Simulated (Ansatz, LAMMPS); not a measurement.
# Structural relaxation of amorphous 12SiO2-88GeO2 (mol %) (96 atoms), part 3 of 4

Aim: bring amorphous 12SiO2-88GeO2 (mol %) (96 atoms) to a nearby minimum of the energy and see what moves.

Ansatz 0.2.0; Kohn-Sham DFT, PBE, PAW (set soft_2), plane waves.

The cell: 4 Si, 28 Ge and 64 O. The quench rate of 50 K/ps is orders of magnitude faster than experiment. The network of bonds at the start is that of the classical potential that made the cell. The Brillouin zone is sampled at Γ only, in a cell whose shortest periodic width is 11 Å.

So far. Step 4 (Cell and atoms relaxed): The relaxation changed the energy by -119 meV/atom, and atoms moved by 0.63 Å r.m.s., 1.7 Å at most.

**6. Single point at the relaxed geometry**

One more single point at the end of the walk gives the fuller output and checks the residual forces.

File input.yaml:

```yaml
crystal:
  lattice:
    - [11.07499, -0.14979, 0.21893]
    - [-0.14979, 11.28868, -0.20153]
    - [0.21893, -0.20153, 11.62542]
  atoms:
    - { symbol: Si, position: [0.70682, 0.08617, 0.9823] }
    - { symbol: Si, position: [0.77131, 0.3648, 0.65838] }
    - { symbol: Si, position: [0.47149, 0.01204, 0.43813] }
    - { symbol: Si, position: [0.88777, 0.71187, 0.92382] }
    - { symbol: Ge, position: [0.09409, 0.65958, 0.77461] }
    - { symbol: Ge, position: [0.1882, 0.02367, 0.36726] }
    - { symbol: Ge, position: [0.25658, 0.19332, 0.75892] }
    - { symbol: Ge, position: [0.15731, 0.94028, 0.8613] }
    - { symbol: Ge, position: [0.46641, 0.07683, 0.8585] }
    - { symbol: Ge, position: [0.27861, 0.87102, 0.12157] }
    - { symbol: Ge, position: [0.56172, 0.95857, 0.17034] }
    - { symbol: Ge, position: [0.63206, 0.51414, 0.26185] }
    - { symbol: Ge, position: [0.81404, 0.29834, 0.26942] }
    - { symbol: Ge, position: [0.0298, 0.14743, 0.18886] }
    - { symbol: Ge, position: [0.37792, 0.39035, 0.29641] }
    - { symbol: Ge, position: [0.3462, 0.59665, 0.68623] }
    - { symbol: Ge, position: [0.95396, 0.47132, 0.11979] }
    - { symbol: Ge, position: [0.44625, 0.28855, 0.04128] }
    - { symbol: Ge, position: [0.00433, 0.5128, 0.5585] }
    - { symbol: Ge, position: [0.64297, 0.71571, 0.06541] }
    - { symbol: Ge, position: [0.26604, 0.36724, 0.55075] }
    - { symbol: Ge, position: [0.97447, 0.66225, 0.33323] }
    - { symbol: Ge, position: [0.67414, 0.57967, 0.51986] }
    - { symbol: Ge, position: [0.42416, 0.7372, 0.48296] }
    - { symbol: Ge, position: [0.26486, 0.64791, 0.2641] }
    - { symbol: Ge, position: [0.78319, 0.79612, 0.68285] }
    - { symbol: Ge, position: [0.71915, 0.14811, 0.49406] }
    - { symbol: Ge, position: [0.73842, 0.34947, 0.94333] }
    - { symbol: Ge, position: [0.51949, 0.79958, 0.81891] }
    - { symbol: Ge, position: [0.92102, 0.92479, 0.46633] }
    - { symbol: Ge, position: [0.17508, 0.33502, 0.99831] }
    - { symbol: Ge, position: [0.94382, 0.95258, 0.01573] }
    - { symbol: O, position: [0.45404, 0.66018, 0.77956] }
    - { symbol: O, position: [0.73939, 0.2708, 0.40121] }
    - { symbol: O, position: [0.9125, 0.40464, 0.62741] }
    - { symbol: O, position: [0.02623, 0.64642, 0.63942] }
    - { symbol: O, position: [0.86874, 0.16478, 0.20636] }
    - { symbol: O, position: [0.15512, 0.80483, 0.78363] }
    - { symbol: O, position: [0.16437, 0.28374, 0.85249] }
    - { symbol: O, position: [0.00793, 0.99583, 0.14653] }
    - { symbol: O, position: [0.93416, 0.54905, 0.43133] }
    - { symbol: O, position: [0.65964, 0.83558, 0.16744] }
    - { symbol: O, position: [0.37752, 0.45241, 0.62678] }
    - { symbol: O, position: [0.90222, 0.79944, 0.36924] }
    - { symbol: O, position: [0.01775, 0.00916, 0.89166] }
    - { symbol: O, position: [0.76715, 0.65613, 0.98718] }
    - { symbol: O, position: [0.53955, 0.00561, 0.31233] }
    - { symbol: O, position: [0.1194, 0.21323, 0.07878] }
    - { symbol: O, position: [0.85058, 0.43998, 0.00919] }
    - { symbol: O, position: [0.21078, 0.92357, 0.00112] }
    - { symbol: O, position: [0.95872, 0.79849, 0.01539] }
    - { symbol: O, position: [0.42632, 0.92716, 0.10298] }
    - { symbol: O, position: [0.70942, 0.38862, 0.20203] }
    - { symbol: O, position: [0.47448, 0.88484, 0.50216] }
    - { symbol: O, position: [0.12135, 0.15149, 0.31184] }
    - { symbol: O, position: [0.21942, 0.23746, 0.62132] }
    - { symbol: O, position: [0.95529, 0.37711, 0.24135] }
    - { symbol: O, position: [0.67619, 0.44072, 0.58482] }
    - { symbol: O, position: [0.78979, 0.20697, 0.97173] }
    - { symbol: O, position: [0.30387, 0.6978, 0.58009] }
    - { symbol: O, position: [0.39115, 0.71288, 0.33678] }
    - { symbol: O, position: [0.22614, 0.0391, 0.76453] }
    - { symbol: O, position: [0.32391, 0.31175, 0.41607] }
    - { symbol: O, position: [0.53229, 0.64534, 0.54142] }
    - { symbol: O, position: [0.85683, 0.78625, 0.81209] }
    - { symbol: O, position: [0.8195, 0.03926, 0.43249] }
    - { symbol: O, position: [0.58145, 0.3559, 0.98428] }
    - { symbol: O, position: [0.27125, 0.71331, 0.127] }
    - { symbol: O, position: [0.42348, 0.92491, 0.82803] }
    - { symbol: O, position: [0.9853, 0.61199, 0.88005] }
    - { symbol: O, position: [0.21618, 0.56348, 0.77581] }
    - { symbol: O, position: [0.14452, 0.45367, 0.51464] }
    - { symbol: O, position: [0.7803, 0.66243, 0.60102] }
    - { symbol: O, position: [0.56322, 0.10367, 0.51044] }
    - { symbol: O, position: [0.93368, 0.61403, 0.19025] }
    - { symbol: O, position: [0.40584, 0.14242, 0.99077] }
    - { symbol: O, position: [0.50491, 0.47139, 0.3467] }
    - { symbol: O, position: [0.41882, 0.18567, 0.76289] }
    [... 12 atom lines left out ...]
    - { symbol: O, position: [0.43217, 0.28258, 0.19416] }
    - { symbol: O, position: [0.07697, 0.969, 0.46888] }
    - { symbol: O, position: [0.55078, 0.77198, 0.96252] }
    - { symbol: O, position: [0.32925, 0.05227, 0.43355] }
    - { symbol: O, position: [0.21531, 0.91432, 0.25787] }
    - { symbol: O, position: [0.74388, 0.3862, 0.79711] }
kpoints:
  mp_grid: { grid: [1, 1, 1] }
hamiltonian:
  xc: pbe
scf:
  occupations: { method: fermi_dirac, width: 0.025 }
output:
  forces: true
  stress: true
  populations: true
  dos:
    method: { smearing: { sigma: 0.08 } }
    de: 0.05
    projected: { site_lists: { Ge: [Ge], O: [O], Si: [Si] } }
  eigenvalues: true
  write_density: true
  write_potential: true
  volumetric_format: npy
```

Launch:

```console
> ansatz run input.yaml --threads 4 --pin off --max-ram 8192MiB --backend cpu --events-out ev --progress --plain --runs-dir out
```

Numbers of over 12 decimals in the logs are rounded to 6 here.

The log of the run:

```text
[...]
Crystal: 96 atoms, lattice volume = 1452.195 Å³
Basis set: ecut = 420 eV, 28409 PW (Γ), exchange–correlation on 150×160×160 points (8 copies of the dense FFT grid, shifted against one another)
Bands: 492, of which v1, the nominal top of the filled ones, is band 396 counted from 1 (395 counted from 0)
Symmetry: 1 space group operations
[...]
k-points: 1
[...]
SCF iter   1: F=—  HF=-159118.888421 eV  |F-HF|=—  |Δ(HF+E_count)|=         —  Δρ=2.41e-3  dr2=1.17e-1  ethr=1.77e-3  ⟨swp⟩=6.0  Hψ=1797  notcnv=0  defer=71
[...]
SCF iter   9: F=-159118.886750 eV  HF=-159118.886750 eV  |F-HF|=1.29e-8  |Δ(HF+E_count)|=   5.69e-8  Δρ=2.34e-6  dr2=7.35e-8  ethr=1.26e-11  ⟨swp⟩=15.0  Hψ=3842  notcnv=0
SCF 1 converged in 9 iterations: F = -159118.886750 eV  dr2 = 7.35e-8
[...]
WARN: The input density's exchange-correlation potential varies sharply where the density is thin. Do not read a vacuum level from v_tot or v_xc, or from such a field of the output density. On a cell that repeats whose density bears no net charge and no dipole along the vacuum's axis use v_es (v_loc + v_h of the components); [...]
SCF converged after 9 iterations
Free energy (F): -159118.886750 eV
[...]
Internal energy: -159118.886750 eV  (E = F + TS)
E sigma→0 (E₀):  -159118.886750 eV
Fermi energy:    4.060185 eV
[...]
--- Forces (eV/Å), atoms counted from 1 ---
  atom   1  Si     0.00275755    -0.00437477    -0.00200893
  atom   2  Si     0.00306484    -0.00747657    -0.00721520
  atom   3  Si     0.00223517     0.00055734     0.00009780
  atom   4  Si     0.00262783     0.01313210     0.00102923
  atom   5  Ge     0.00149646     0.00248286     0.00106076
  atom   6  Ge    -0.00668487    -0.00090334    -0.00384378
  atom   7  Ge     0.00013913    -0.00194710    -0.00000433
  atom   8  Ge     0.00193747    -0.00294015    -0.00065173
  atom   9  Ge     0.00025217     0.00299159    -0.00300062
  atom  10  Ge    -0.00250169     0.00165347    -0.00258432
  atom  11  Ge     0.00353794    -0.00055080    -0.00228166
  atom  12  Ge     0.00253885    -0.00089325    -0.00065943
  atom  13  Ge    -0.00270674    -0.00288185     0.00170244
  atom  14  Ge     0.00230400    -0.00531023     0.00059219
[...]
atom  95  O      0.00191399    -0.00042101     0.00110671
  atom  96  O     -0.00091219     0.00113008     0.00393742
  max |Σ_I F_I| component: 3.07e-5 eV/Å
--- Stress (GPa, compression-positive) ---
       -0.002448      -0.002241       0.004766
       -0.002241      -0.003632       0.001626
        0.004766       0.001625       0.008905
  P = ⅓ Tr σ = 0.0009 GPa (0.009 kbar)
--- Band table (eV) ---
[...]
--- Löwdin populations: 96 sites ---
  site symbol       q [e]
     0     Si      2.2759
     1     Si      2.2402
     2     Si      2.2420
[...]
95      O      6.7558
  spilling = 0.005963 (of n_electrons = 792.000000)
```

Run time: 34 s. Hardware: 4 threads of Arm Neoverse V1, shared host; peak memory 2.2 GiB; 2.2 min of CPU time.

The program notes that the exchange-correlation potential is rough where the density is thin.

Numbers from this run:

* free energy: -159118.8867 eV
* free energy per atom: -1657.4884 eV/atom
* SCF cycles: 9
* pressure: 0.0009417 GPa
* r.m.s. force component: 0.00246 eV/Å
* longest force: 0.01343 eV/Å
* Fermi energy: 4.06 eV
* gap (highest filled to lowest empty level): 2.854 eV
* spilling of the projection: 0.005963

Löwdin charges by element (they lack the spilled electrons, 0.049 e an atom on average):

```csv
element,coordination,atoms,mean charge (e),spread,least,most
Ge,all,28,1.59,0.0194,1.56,1.63
O,all,64,-0.732,0.0174,-0.775,-0.698
Si,all,4,1.74,0.0184,1.72,1.76
```

States in the cell by windows of 1 eV, zero at the Fermi level; the larger projections on atomic orbitals stand beside the total:

```csv
from (eV),to (eV),total,O p,Ge p,Ge s
-10,-9,17.0,9.7,0.7,5.1
-9,-8,16.4,9.8,1.1,3.6
-8,-7,16.0,10.1,1.7,2.5
-7,-6,32.0,23.2,6.2,0.6
-6,-5,37.2,28.0,7.5,0.2
-5,-4,33.3,25.9,3.6,0.4
-4,-3,68.1,59.5,4.0,0.4
-3,-2,100.6,95.8,1.8,0.2
-2,-1,54.8,53.4,0.5,0.1
-1,1,0.0,0.0,0.0,0.0
1,2,2.0,0.4,0.0,1.1
2,3,6.3,1.7,0.6,2.8
3,4,16.6,4.5,2.1,7.0
4,5,16.1,4.3,3.1,5.9
```

Between -26 and -10 eV lie 417 more states.

The levels nearest the highest filled one (over half full), pooled over k-points and spins:

```csv
level less the highest filled one (eV),occupation
-0.173,2
-0.151,2
-0.116,2
-0.0978,2
-0.0527,2
0,2
2.85,0
4.03,0
4.14,0
4.34,0
4.51,0
4.56,0
```

Electrostatic potential energy in the ac plane at fractional y = 0.377, with atoms of Si and Ge and O within 0.2 Å of it. With pseudopotentials it is smooth inside the atoms' cores, unlike the true potential.

Ten even steps from '_' (-36 eV) to '@' (11 eV), each cell a mean:
```
@@@@%%**--..::==**--..--%%%%%%%%**..__::**--..__::++##%%@@@@@@
@@@@@@%%##++**##%%@@%%@@@@@@@@@@@@##**##**::____..++%%@@@@@@@@
@@@@@@@@@@%%%%@@@@@@@@@@@@@@@@@@@@@@@@@@%%**----==##%%@@@@@@@@
@@@@@@@@@@@@@@@@@@@@@@@@@@@@@@@@@@@@@@@@@@##==--++%%@@@@@@@@@@
@@@@@@@@@@@@@@@@@@@@@@@@@@@@@@@@@@@@@@@@@@**____..%%@@@@@@@@@@
@@@@@@@@@@@@@@@@@@@@@@@@@@@@@@@@@@@@@@@@@@##::..--%%@@@@@@@@@@
@@@@@@@@@@@@@@@@@@@@@@@@@@@@@@@@@@@@@@@@@@%%++----++%%@@@@@@@@
@@@@@@@@@@@@@@@@%%@@@@@@@@@@@@@@@@@@@@@@%%**::______++****##@@
@@@@@@@@@@%%%%##**##%%%%@@@@@@@@@@@@@@@@%%**::______==..__::%%
@@@@@@@@@@%%++::..::++##%%@@@@@@@@@@@@@@##****==--++##==::==%%
@@@@@@@@%%##--______--##%%@@@@@@@@@@@@@@%%%%%%%%%%%%@@@@%%@@@@
@@@@@@@@%%##++::....==##@@@@@@@@@@@@@@@@@@@@@@@@@@@@@@@@@@@@@@
@@@@@@@@@@@@%%**++**##%%@@@@@@@@@@@@@@@@@@@@@@@@@@@@@@@@@@@@@@
@@@@@@@@@@@@@@@@%%####%%@@@@@@@@@@@@@@@@@@@@@@@@@@@@@@@@@@@@@@
@@@@@@@@@@@@@@@@@@%%****##%%@@@@@@@@@@@@@@@@@@@@@@@@@@@@@@@@@@
@@@@@@@@@@@@@@@@%%##--::::==##%%@@@@@@@@@@@@@@%%%%%%%%%%@@@@@@
@@@@@@@@@@@@@@@@%%++..____..++%%@@@@@@@@@@@@%%%%******%%%%**##
++@@@@@@@@@@@@@@%%**::....::**%%@@@@@@@@%%********++**##--____
++@@@@@@@@@@@@@@@@%%**++++**%%@@@@@@@@@@**____::**######--____
%%@@@@@@@@@@@@@@@@@@%%%%%%%%@@@@@@@@@@@@**..__--%%%%%%%%##****
%%@@@@@@@@@@@@@@@@@@@@@@@@%%%%@@@@@@@@@@@@%%##%%@@@@%%%%######
%%%%@@%%%%%%%%%%@@@@@@@@%%%%##%%%%@@@@@@@@@@@@@@@@@@@@%%%%####
%%%%%%##++====**##++--++##****##%%%%%%@@@@%%%%%%%%%%%%%%%%%%%%
@@@@%%++::....====______**######**::..==%%**++==**##**%%@@@@@@
```
Columns run along a (11.1 Å; values clipped at the 3rd and 97th percentile), rows up along c (11.6 Å). Atoms in or near the plane, at fractional coordinates: Si at (0.77, 0.66), Ge at (0.38, 0.30), Ge at (0.27, 0.55), O at (0.71, 0.20), O at (0.96, 0.24), O at (0.33, 0.01), O at (0.74, 0.80).

Valence density in the ac plane at fractional y = 0.377, with atoms of Si and Ge and O within 0.2 Å of it. It is the smooth field of the valence electrons, not physical close to the nuclei.

Ten steps, logarithmic in the rise over the least value, from '0' (0 e/Å³) to '9' (31 e/Å³), each cell a mean:
```
0001344224542101356433664222100
0000111111210000133223775210000
0000011000000000000011332100000
0000010000000000000012443100000
0000000000000000000013665200000
0000000000000000000012554200000
0000000000000000000001232111000
0000000000011000000001110123331
0000000111121100000012210135552
0000012464221100000123211124542
0001123798310000000122210011211
0001222565210000000001000000000
0001111122210000000000000000000
0000000012321000000000000000000
0000000012321100000000000000000
0000000001354211100000000000000
1000000001599521000000111111233
3100000001377410000013322112466
3100000000122210000135642112466
2000000000001110000135642101233
1000000000000000000012321000111
0011100001111000000000000000111
0112222124432111122110001121100
0012465335653111355421222232100
```
Columns run along a (11.1 Å), rows up along c (11.6 Å). Atoms in or near the plane, at fractional coordinates: Si at (0.77, 0.66), Ge at (0.38, 0.30), Ge at (0.27, 0.55), O at (0.71, 0.20), O at (0.96, 0.24), O at (0.33, 0.01), O at (0.74, 0.80).

Mean Löwdin charges: Ge +1.59, O -0.73, Si +1.74 e (they miss 0.60 % of the electrons, so they add up to more than the cell's charge). The largest share in the top eV of filled states is O p (98 % of the projected weight), and in the lowest eV of empty states Ge s (54 % of the projected weight).

A closer look about O78, picked at random: 9 atoms, nearest first, numbered in the order of the input, with positions taken from that point.

```csv
atom,x,y,z,distance (Å),bonds,Löwdin charge (e)
O78,0.00,0.00,0.00,0.00,2,-0.70
Ge9,0.56,-1.26,1.14,1.79,4,1.58
Ge7,-1.80,0.11,-0.08,1.80,4,1.58
O62,-2.11,-1.63,0.01,2.67,2,-0.72
O76,-0.09,-0.53,2.66,2.71,2,-0.72
O56,-2.25,0.64,-1.70,2.89,2,-0.71
O82,2.32,-1.29,1.29,2.95,2,-0.75
O69,0.10,-2.96,0.81,3.07,2,-0.71
O39,-2.81,1.13,0.97,3.18,2,-0.72
```

The column of bonds counts only the pairs O-Ge within 2.17 Å, O-Si within 2.08 Å; other neighbours, such as metal atoms beside each other in a compound, aren't counted, and periodic images can show an atom twice.

(Part 3 of 4 ends here.)

[Logs are printed without paths, hosts, clocks, repeated set-up lines and the standing remarks that a program may print on its own settings, such as how far it seeks lower states.]

[Hosts, paths, dates, database ids (printed as entryN), source tags and the programs' standing remarks are cut or masked in the printed files.]
